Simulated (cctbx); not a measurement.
# Nd5In3 across an absorption edge

Space group P6_3/mcm (no. 193), a = 9.3040 Å, b = 9.3040 Å, c = 6.8380 Å, α = 90.00°, β = 90.00°, γ = 120.00°.

```
atom  mult.       x       y    z  Ueq (Å²)
 Nd1      6  0.7675  0.7675  3/4    0.0044
 Nd2      4     1/3     2/3    0    0.0038
 In1      6  0.3986  0.3986  3/4    0.0035
```

The model is made up (kin elements in a known structure type, no relaxation), so it says nothing on whether the phase exists.

Calculated with cctbx: free-atom f′ and f″ from the Sasaki tables, no fine structure; amplitudes in electrons.

| E (eV) | F 0 1 0 | F 1 1 0 | F 1 1 2 | F 0 2 0 |
| --- | --- | --- | --- | --- |
| 5608 | 35.4 | 13.5 | 333.4 | 44.1 |
| 5958 | 36.6 | 13.2 | 323.1 | 34.9 |
| 6088 | 37.4 | 15.2 | 314.1 | 28.3 |
| 6148 | 38.1 | 17.9 | 305.5 | 22.4 |
| 6178 | 38.7 | 20.8 | 297.6 | 17.5 |
| 6193 | 39.4 | 24.1 | 289.4 | 13.3 |
| 6200 | 40.0 | 27.1 | 282.0 | 10.9 |
| 6204 | 40.6 | 30.5 | 274.0 | 11.1 |
| 6212 | 40.3 | 29.8 | 280.4 | 17.6 |
| 6216 | 39.6 | 25.7 | 289.1 | 17.1 |
| 6223 | 39.0 | 22.2 | 296.8 | 18.6 |
| 6238 | 38.3 | 18.4 | 305.2 | 21.8 |
| 6268 | 37.6 | 14.9 | 313.2 | 25.8 |
| 6358 | 36.8 | 10.5 | 323.5 | 31.6 |
| 6608 | 36.6 | 8.6 | 327.6 | 33.6 |

**Question.** Which edge is crossed, and why do the reflections move as they do?

The L3 edge of Nd. The edge is at 6208 eV. f′ of Nd falls from -11.8 e at 6088 eV to -19.3 e at 4 eV below it, and f″ steps from 3.56 to 10.63 e across it. Over that approach |F| changes by +9 % (0 1 0), +101 % (1 1 0), -13 % (1 1 2) and -61 % (0 2 0): a reflection falls where Nd scatters in phase with the total and rises where it scatters against it; it hardly moves where the Nd term is small or cancels by symmetry. Above the edge the larger f″ enters the imaginary part, where it can add to or cancel the other atoms' f″. The structure is centrosymmetric, so Friedel mates stay equal.

[Logs are printed without paths, hosts, clocks, repeated set-up lines and the standing remarks that a program may print on its own settings, such as how far it seeks lower states.]
